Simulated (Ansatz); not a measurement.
# CsZnH3 (model cell, started as cubic perovskite with Zn in the octahedra): following an unstable mode, part 2 of 3

Wanted: the energy along a soft mode of CsZnH3 (model cell, started as cubic perovskite with Zn in the octahedra) and the structure at the end.

Ansatz 0.2.0; DFT r2SCAN, scalar-relativistic, plane waves, PAW; PAW set soft_1.

So far, highest frequency on the path or at a solved wavevector (cm⁻¹): step 2 (phonons on a q mesh) 975. Also lowest frequency on the path (cm⁻¹): step 2 -1196.

The structure was built from a prototype and need not be the compound's stable phase.

## Step 4: The mode frozen in, largest atomic shift 0.45 Å

The atoms are moved along the unstable eigenvector, the largest shift by 0.45 Å, with the cell fixed.

The input, input.yaml:

```yaml
crystal:
  lattice:
    - [4.0907575584, 4.0907575584, 0.0]
    - [4.0907575584, 0.0, 4.0907575584]
    - [4.0907575584, 0.0, -4.0907575584]
  atoms:
    - { symbol: Cs, position: [0.0, 0.0, 0.0] }
    - { symbol: Cs, position: [0.0, 0.5, 0.5] }
    - { symbol: Zn, position: [0.5, 0.25, 0.75] }
    - { symbol: Zn, position: [0.5, 0.75, 0.25] }
    - { symbol: H, position: [0.5, 0.0211217182, -0.0211217182] }
    - { symbol: H, position: [0.5, 0.4788782818, 0.5211217182] }
    - { symbol: H, position: [-0.1100040747, 0.5550020373, 0.0550020373] }
    - { symbol: H, position: [0.1100040747, -0.0550020373, 0.4449979627] }
    - { symbol: H, position: [0.5, 0.0338803191, 0.5338803191] }
    - { symbol: H, position: [0.5, 0.4661196809, -0.0338803191] }
kpoints:
  mp_grid: { grid: [10, 10, 10] }
hamiltonian:
  xc: r2scan
  pseudopotentials: { kind: paw, azcp: { folder: soft_1 } }
scf:
  occupations: { method: methfessel_paxton, width: 0.2 }
output:
  forces: true
  stress: true
  eigenvalues: true
```

Launch:

```bash
ansatz run input.yaml --threads 4 --pin off --max-ram 16384MiB --backend cpu --events-out ev --progress --plain --runs-dir out
```

Numbers of over 12 decimals in the logs are rounded to 6 here.

Output:

```text
[...]
Crystal: 10 atoms, lattice volume = 136.912 Å³
Basis set: ecut = 500 eV, 3479 PW (Γ), exchange–correlation on 180×180×180 points (64 copies of the dense FFT grid, shifted against one another)
Bands: 34, of which v1, the nominal top of the filled ones, is band 24 counted from 1 (23 counted from 0)
Symmetry: 8 space group operations
[...]
k-points: 171 of 1000
[...]
k-point 0: bands = [... 20 lower, 2.4858, 2.6046, 3.3544, 5.7032, 7.1951, 10.4787, 10.8592, 11.0433, ... 2 higher]
  k-point 1: bands = [... 20 lower, 2.4339, 2.6405, 3.6554, 5.6749, 7.2620, 10.3166, 10.8043, 11.0472, ... 2 higher]
  k-point 2: bands = [... 20 lower, 2.5843, 2.8764, 4.1209, 5.5784, 7.4873, 9.6692, 10.9876, 11.2074, ... 2 higher]
  k-point 170: bands = [... 20 lower, 2.4933, 3.4545, 4.0850, 6.4151, 9.7347, 9.7375, 10.1187, 10.4595, ... 2 higher]
[key lines of the parts left out:]
SCF converged after 10 iterations
Free energy (F): -18119.703204 eV
Fermi energy:    6.795018 eV
P = ⅓ Tr σ = 3.3445 GPa (33.445 kbar)
```

The job ended after 32 s (4 threads of Arm Neoverse V1, shared host; peak memory 1.3 GiB).

This step gave:

```yaml
pressure: 3.345 GPa
gap_on_the_k_mesh: 0.7592 eV
energy_from_the_undistorted_cell: -63.02 meV/atom
```

The energy, extrapolated to zero smearing, is -63.02 meV/atom against the undistorted cell.

The run ends at a pressure of 3.34 GPa, with forces up to 0.25 eV/Å.

## Step 5: Energy along the mode, all amplitudes (two of the runs are shown above)

An imaginary frequency means negative curvature, so the energy should fall and then rise again as anharmonic terms take over.

This step gave:

* depth at the lowest point sampled: 63.02 meV/atom
* largest atomic shift at that point: 0.45 Å

Table of energy from the parent by largest atomic shift:

```csv
largest atomic shift (Å),energy from the parent (meV/atom)
0.000,0
0.040,-1.12
0.080,-4.36
0.140,-12.5
0.220,-27.3
0.320,-47.0
0.450,-63.0
0.600,-40.7
```

Displacement at unit largest shift by atom:

```csv
atom,x (Å),y (Å),z (Å),size
Cs1,0.00,0.00,0.00,0.00
Cs2,0.00,0.00,0.00,0.00
Zn3,0.00,0.00,0.00,0.00
Zn4,0.00,0.00,0.00,0.00
H5,0.00,0.00,0.38,0.38
H6,0.00,0.00,-0.38,0.38
H7,0.00,-1.00,0.00,1.00
H8,0.00,1.00,0.00,1.00
H9,0.62,0.00,0.00,0.62
H10,-0.62,0.00,0.00,0.62
```

The lowest of the steps tried is at 0.45 Å, 63.0 meV/atom below the parent; the bottom of the well need not coincide with a step.

## Step 6: Relaxing from the distorted cell

Starting from the lowest point found, all atoms and the cell are let go, so that strain and other modes of the same symmetry can join in.

input.yaml: that of step 4 with these lines changed.

```diff
@@ -27 +27,6 @@
   eigenvalues: true
+relax:
+  adjacent_minimum: "off"
+  f_tol: 0.002
+  max_steps: 120
+  cell: { stress_tol: 0.03 }
```

Output:

```text
[...]
Crystal: 10 atoms, lattice volume = 136.912 Å³
Basis set: ecut = 500 eV, 3479 PW (Γ), exchange–correlation on 180×180×180 points (64 copies of the dense FFT grid, shifted against one another)
Bands: 34, of which v1, the nominal top of the filled ones, is band 24 counted from 1 (23 counted from 0)
Symmetry: 8 space group operations
[...]
k-points: 171 of 1000
[...]
SCF iter   1: F=—  HF=-18122.932513 eV  |F-HF|=—  |Δ(HF+E_count)|=         —  Δρ=1.08e-1  dr2=1.31e1  dr2_τ=4.57e-2  ethr=3.10e-3  ⟨swp⟩=8.5  Hψ=34038  notcnv=0
[...]
SCF iter  10: F=-18119.703204 eV  HF=-18119.703204 eV  |F-HF|=9.36e-9  |Δ(HF+E_count)|=   2.19e-9  S|Δr|=    0.00e0  Δρ=4.35e-6  dr2=1.74e-8  dr2_τ=1.56e-10  ethr=2.08e-10  ⟨swp⟩=12.6  Hψ=30640  notcnv=0
SCF 1 converged in 10 iterations: F = -18119.703204 eV  dr2 = 1.74e-8
[...]
relax step   1: F+E_penalty+E_count = -18119.70320392 eV  Δ(F+E_penalty+E_count) = +0.000e0 eV  max|allowed force component| = 2.526e-1 eV/Å  Δτ_max = 0.0000 Å  P = +3.345 GPa  Ω = 136.912 Å³  (10 SCF iters, dr2 threshold 1.00e-7 eV, accepted)
Crystal: 10 atoms, lattice volume = 152.829 Å³
Basis set: ecut = 500 eV, 3839 PW (Γ), exchange–correlation on 180×180×180 points (64 copies of the dense FFT grid, shifted against one another)
[...]
SCF iter   8: F=-18119.922053 eV  HF=-18119.922053 eV  |F-HF|=1.49e-8  |Δ(HF+E_count)|=   1.38e-7  S|Δr|=    0.00e0  Δρ=8.50e-6  dr2=1.44e-7  dr2_τ=2.17e-9  ethr=2.08e-9  ⟨swp⟩=10.1  Hψ=30679  notcnv=0
SCF 2 converged in 8 iterations: F = -18119.922053 eV  dr2 = 1.44e-7
[...]
relax step   2: F+E_penalty+E_count = -18119.92205345 eV  Δ(F+E_penalty+E_count) = -2.188e-1 eV  max|allowed force component| = 1.706e-1 eV/Å  Δτ_max = 0.0806 Å  P = +0.072 GPa  Ω = 152.829 Å³  energy of the carried Pulay correction = -3.215e-3 eV  (8 SCF iters, dr2 threshold 1.00e-6 eV, accepted)
Crystal: 10 atoms, lattice volume = 156.097 Å³
Basis set: ecut = 500 eV, 3939 PW (Γ), exchange–correlation on 180×180×180 points (64 copies of the dense FFT grid, shifted against one another)
[...]
SCF iter   6: F=-18119.938960 eV  HF=-18119.938961 eV  |F-HF|=2.69e-7  |Δ(HF+E_count)|=   1.38e-6  S|Δr|=    0.00e0  Δρ=2.06e-5  dr2=4.78e-7  dr2_τ=5.93e-9  ethr=2.08e-9  ⟨swp⟩=7.9  Hψ=29824  notcnv=0
SCF 3 converged in 6 iterations: F = -18119.938960 eV  dr2 = 4.78e-7
relax step   3: F+E_penalty+E_count = -18119.93896049 eV  Δ(F+E_penalty+E_count) = -1.691e-2 eV  max|allowed force component| = 7.497e-2 eV/Å  Δτ_max = 0.0365 Å  P = -0.044 GPa  Ω = 156.097 Å³  energy of the carried Pulay correction = -3.832e-3 eV  (6 SCF iters, dr2 threshold 1.00e-6 eV, accepted)
[... from here on, the SCF cycles and remarks between the steps are left out ...]
relax step   4: F+E_penalty+E_count = -18119.94042105 eV  Δ(F+E_penalty+E_count) = -1.461e-3 eV  max|allowed force component| = 1.723e-2 eV/Å  Δτ_max = 0.0185 Å  P = -0.016 GPa  Ω = 156.991 Å³  energy of the carried Pulay correction = -3.999e-3 eV  (6 SCF iters, dr2 threshold 3.51e-7 eV, accepted)
relax step   5: F+E_penalty+E_count = -18119.94078332 eV  Δ(F+E_penalty+E_count) = -3.623e-4 eV  max|allowed force component| = 1.696e-2 eV/Å  Δτ_max = 0.0064 Å  P = -0.001 GPa  Ω = 156.909 Å³  energy of the carried Pulay correction = -3.984e-3 eV  (7 SCF iters, dr2 threshold 2.11e-8 eV, accepted)
relax step   6: F+E_penalty+E_count = -18119.94727007 eV  Δ(F+E_penalty+E_count) = -6.487e-3 eV  max|allowed force component| = 3.223e-2 eV/Å  Δτ_max = 0.1571 Å  P = -0.176 GPa  Ω = 157.905 Å³  energy of the carried Pulay correction = -4.168e-3 eV  (9 SCF iters, dr2 threshold 1.80e-8 eV, accepted)
relax step   7: F+E_penalty+E_count = -18119.91341354 eV  Δ(F+E_penalty+E_count) = +3.386e-2 eV  max|allowed force component| = 5.037e-1 eV/Å  Δτ_max = 0.1951 Å  P = +0.889 GPa  Ω = 157.235 Å³  energy of the carried Pulay correction = -4.044e-3 eV  (8 SCF iters, dr2 threshold 1.22e-7 eV, rejected (line search))
relax step   8: F+E_penalty+E_count = -18119.94939690 eV  Δ(F+E_penalty+E_count) = -2.127e-3 eV  max|allowed force component| = 4.373e-3 eV/Å  Δτ_max = 0.0473 Å  P = +0.007 GPa  Ω = 157.162 Å³  energy of the carried Pulay correction = -4.031e-3 eV  (11 SCF iters, accepted)
relax step   9: F+E_penalty+E_count = -18119.94966034 eV  Δ(F+E_penalty+E_count) = -2.634e-4 eV  max|allowed force component| = 4.798e-3 eV/Å  Δτ_max = 0.0165 Å  P = -0.016 GPa  Ω = 157.244 Å³  energy of the carried Pulay correction = -4.046e-3 eV  (8 SCF iters, dr2 threshold 4.51e-9 eV, accepted)
relax step  10: F+E_penalty+E_count = -18119.94974103 eV  Δ(F+E_penalty+E_count) = -8.069e-5 eV  max|allowed force component| = 7.082e-3 eV/Å  Δτ_max = 0.0177 Å  P = +0.010 GPa  Ω = 157.262 Å³  energy of the carried Pulay correction = -4.049e-3 eV  (8 SCF iters, dr2 threshold 2.83e-9 eV, accepted)
relax step  11: F+E_penalty+E_count = -18119.94976126 eV  Δ(F+E_penalty+E_count) = -2.024e-5 eV  max|allowed force component| = 1.527e-3 eV/Å  Δτ_max = 0.0017 Å  P = -0.000 GPa  Ω = 157.224 Å³  energy of the carried Pulay correction = -4.042e-3 eV  (6 SCF iters, dr2 threshold 3.13e-9 eV, accepted)
relax step  12: F+E_penalty+E_count = -18119.95640056 eV  Δ(F+E_penalty+E_count) = -6.639e-3 eV  max|allowed force component| = 1.165e-3 eV/Å  Δτ_max = 0.0000 Å  P = +0.037 GPa  Ω = 157.224 Å³  stress off target by 4.30e-2 GPa  SCF on the basis re-selected at this cell (its energy is not comparable with the rows above)  (7 SCF iters)
relax step  13: F+E_penalty+E_count = -18119.95639031 eV  Δ(F+E_penalty+E_count) = +1.025e-5 eV  max|allowed force component| = 1.907e-4 eV/Å  Δτ_max = 0.0019 Å  P = +0.002 GPa  Ω = 157.485 Å³  energy of the carried Pulay correction = -4.328e-5 eV  (7 SCF iters, dr2 threshold 4.62e-9 eV, accepted)
[...]
SCF iter   5: F=-18119.956430 eV  HF=-18119.956430 eV  |F-HF|=9.09e-11  |Δ(HF+E_count)|=  1.93e-10  S|Δr|=    0.00e0  Δρ=1.10e-7  dr2=8.21e-12  dr2_τ=3.53e-12  ethr=1.00e-12  ⟨swp⟩=4.2  Hψ=18549  notcnv=0
SCF 14 converged in 5 iterations: F = -18119.956430 eV  dr2 = 8.21e-12
relax step  14: F+E_penalty+E_count = -18119.95643017 eV  Δ(F+E_penalty+E_count) = -3.987e-5 eV  max|allowed force component| = 1.866e-4 eV/Å  Δτ_max = 0.0000 Å  P = +0.002 GPa  Ω = 157.485 Å³  stress off target by 2.89e-3 GPa  SCF on the basis re-selected at this cell (its energy is not comparable with the rows above)  (5 SCF iters)
[...]
SCF converged after 5 iterations
[...]
Free energy (F): -18119.956430 eV
[...]
Internal energy: -18119.956434 eV  (E = F + TS)
E sigma→0 (E₀):  -18119.956431 eV
Entropy (-TS):   0.000004 eV (0.000 meV/atom)
Fermi energy:    5.842454 eV
[...]
--- Forces (eV/Å), atoms counted from 1 ---
  atom   1  Cs     0.00000000     0.00000000     0.00000000
  atom   2  Cs     0.00000000     0.00000000     0.00000000
  atom   3  Zn     0.00000000     0.00000000     0.00000000
  atom   4  Zn     0.00000000     0.00000000     0.00000000
  atom   5  H      0.00000000     0.00000000    -0.00013929
  atom   6  H      0.00000000     0.00000000     0.00013929
  atom   7  H      0.00000000     0.00002512     0.00000000
  atom   8  H      0.00000000    -0.00002512     0.00000000
  atom   9  H      0.00018661     0.00000000     0.00000000
  atom  10  H     -0.00018661     0.00000000     0.00000000
  max |Σ_I F_I| component: 6.78e-21 eV/Å
--- Stress (GPa, compression-positive) ---
        0.001836       0.000000       0.000000
        0.000000       0.002889       0.000000
        0.000000       0.000000       0.001669
  P = ⅓ Tr σ = 0.0021 GPa (0.021 kbar)
--- Band table (eV; the first three rows and the last of 171) ---
  k-point 0: bands = [... 20 lower, 1.3550, 1.6555, 1.8412, 4.7933, 6.3982, 8.6272, 8.6287, 9.8000, ... 6 higher]
  k-point 1: bands = [... 20 lower, 1.4011, 1.6094, 2.2271, 4.7443, 6.4436, 8.4545, 8.7488, 9.7327, ... 6 higher]
  k-point 2: bands = [... 20 lower, 1.5294, 1.7438, 2.7063, 4.5974, 6.5993, 7.9959, 9.0812, 9.8060, ... 6 higher]
  k-point 170: bands = [... 20 lower, 1.2610, 2.1511, 2.7652, 5.2786, 8.2049, 8.6793, 8.7355, 8.7961, ... 6 higher]
--- Relaxed structure (12 steps of the walk, 11 accepted, 2 SCFs on fresh bases) ---
  F+E_penalty+E_count = -18119.95643017 eV   max|allowed force component| = 1.866e-4 eV/Å   (the final SCF, on the basis selected at the relaxed cell)
  cell:  # Å, volume = 157.4852 Å³
    - [4.350057, 4.350301, 0.0]
    - [4.350057, 0.0, 4.160978]
    - [4.350057, 0.0, -4.160978]
  atoms:
    - { symbol: Cs, position: [-1.7161146723125337e-19, 0, 2.2892572173126666e-19] }
    - { symbol: Cs, position: [-1.7161146723125334e-19, 0.5, 0.5] }
    - { symbol: Zn, position: [0.500000, 0.250000, 0.750000] }
    - { symbol: Zn, position: [0.500000, 0.750000, 0.250000] }
    - { symbol: H, position: [0.500000, 0.000108779, -0.000108779] }
    - { symbol: H, position: [0.500000, 0.499891, 0.500109] }
    - { symbol: H, position: [-0.128414, 0.564207, 0.064207] }
    - { symbol: H, position: [0.128414, -0.064207, 0.435793] }
    - { symbol: H, position: [0.500000, 0.064144, 0.564144] }
    - { symbol: H, position: [0.500000, 0.435856, -0.064144] }
```

Wall time 6.7 min (4 threads); peak memory 1.5 GiB; 27 min of CPU time.

Relaxation path:

```csv
step,energy less that of the first step (eV),largest force component (eV/Å),pressure (GPa),volume (Å³)
1,0.0000,0.2526,3.34,136.91
2,-0.2188,0.1706,0.07,152.83
3,-0.2358,0.0750,-0.04,156.10
4,-0.2372,0.0172,-0.02,156.99
5,-0.2376,0.0170,0.00,156.91
6,-0.2441,0.0322,-0.18,157.91
7,-0.2102,0.5037,0.89,157.23
8,-0.2462,0.0044,0.01,157.16
9,-0.2465,0.0048,-0.02,157.24
10,-0.2465,0.0071,0.01,157.26
11,-0.2466,0.0015,0.00,157.22
12*,-0.2532,0.0012,0.04,157.22
13,-0.2532,0.0002,0.00,157.49
14*,-0.2532,0.0002,0.00,157.49
```

Relaxation steps marked * repeat the geometry before them on a plane-wave basis chosen anew for their cell, so energy and pressure can jump there. Relaxation step 7 was tried and not accepted.

Forces are held to the 8 operations that the run works with; a distortion that breaks them can't arise in this run.

```csv
cell as run,before,after,change
a (Å),5.785,6.152,+6.3 %
b (Å),5.785,6.020,+4.1 %
c (Å),5.785,6.020,+4.1 %
α (°),90.00,87.45,-2.8 %
β (°),60.00,59.27,-1.2 %
γ (°),60.00,59.27,-1.2 %
volume (Å³/atom),13.69,15.75,+15.0 %
```

The atoms that moved most (Å, as changes of fractional coordinates times the final cell):

```csv
atom,dx,dy,dz,length
H10,-0.263,0.000,0.000,0.263
H9,0.263,0.000,0.000,0.263
H6,0.000,0.000,0.175,0.175
H5,0.000,0.000,-0.175,0.175
H8,0.000,0.080,0.000,0.080
H7,0.000,-0.080,0.000,0.080
```

This step gave:

```
pressure          : 0.002131 GPa
volume per atom   : 15.75 Å³
gap on the k-mesh : 1.071 eV
```

The distorted start has space group Fmmm; the relaxation ends in I4/mcm.

## Step 7: The new phase in its own primitive cell

The relaxed structure is symmetrised, reduced to its primitive cell and relaxed tightly, as its phonons need.

The input, input.yaml:

```yaml
crystal:
  lattice:
    - [-3.0760410597, 3.0760410597, 4.1609784206]
    - [3.0760410597, -3.0760410597, 4.1609784206]
    - [3.0760410597, 3.0760410597, -4.1609784206]
  atoms:
    - { symbol: Cs, position: [0.75, 0.75, 0.0] }
    - { symbol: Cs, position: [0.25, 0.25, 0.0] }
    - { symbol: Zn, position: [0.5, 0.0, 0.5] }
    - { symbol: Zn, position: [0.0, 0.5, 0.5] }
    - { symbol: H, position: [0.25, 0.75, 0.5] }
    - { symbol: H, position: [0.75, 0.25, 0.5] }
    - { symbol: H, position: [0.1857928397, 0.3142071603, 0.5] }
    - { symbol: H, position: [0.8142071603, 0.6857928397, 0.5] }
    - { symbol: H, position: [0.3142071603, 0.8142071603, 0.1284143207] }
    - { symbol: H, position: [0.6857928397, 0.1857928397, 0.8715856793] }
kpoints:
  mp_grid: { grid: [6, 6, 6] }
hamiltonian:
  xc: r2scan
  pseudopotentials: { kind: paw, azcp: { folder: soft_1 } }
scf:
  occupations: { method: fixed }
output:
  forces: true
  stress: true
  eigenvalues: true
relax:
  adjacent_minimum: "off"
  f_tol: 0.001
  max_steps: 60
  cell: { stress_tol: 0.01 }
```

Output:

```text
[...]
Crystal: 10 atoms, lattice volume = 157.485 Å³
Basis set: ecut = 500 eV, 3991 PW (Γ), exchange–correlation on 180×180×180 points (64 copies of the dense FFT grid, shifted against one another)
Bands: 34, of which v1, the nominal top of the filled ones, is band 24 counted from 1 (23 counted from 0)
Symmetry: 16 space group operations
[...]
k-points: 30 of 216
[...]
- { symbol: Zn, position: [0.500000, 0, 0.500000] }
    - { symbol: Zn, position: [0, 0.500000, 0.500000] }
    - { symbol: H, position: [0.250000, 0.750000, 0.500000] }
    - { symbol: H, position: [0.750000, 0.250000, 0.500000] }
    - { symbol: H, position: [0.185803, 0.314197, 0.500000] }
    - { symbol: H, position: [0.814197, 0.685803, 0.500000] }
    - { symbol: H, position: [0.314197, 0.814197, 0.128394] }
    - { symbol: H, position: [0.685803, 0.185803, 0.871606] }
[key lines of the parts left out:]
SCF converged after 4 iterations
Free energy (F): -18119.956419 eV
Fermi energy:    5.325850 eV
P = ⅓ Tr σ = 0.0011 GPa (0.011 kbar)
```

It took 19 s on 4 threads; peak memory 0.96 GiB.

Little changed from the start: no atom moved by 0.005 Å and no cell edge by 0.1 %.

This step gave:

| Item | Value |
| --- | --- |
| pressure | 0.001137 GPa |
| gap on the k-mesh | 1.072 eV |
| direct gap on mesh | 1.606 eV |

The largest force component left is 0.49 meV/Å and the pressure is 0.001 GPa, within the tolerances set. The cell now holds 15.75 Å³/atom.

[end of part 2 of 3]

[Logs are printed without paths, hosts, clocks, repeated set-up lines and the standing remarks that a program may print on its own settings, such as how far it seeks lower states.]

[Hosts, paths, dates, database ids (printed as entryN), source tags and the programs' standing remarks are cut or masked in the printed files.]
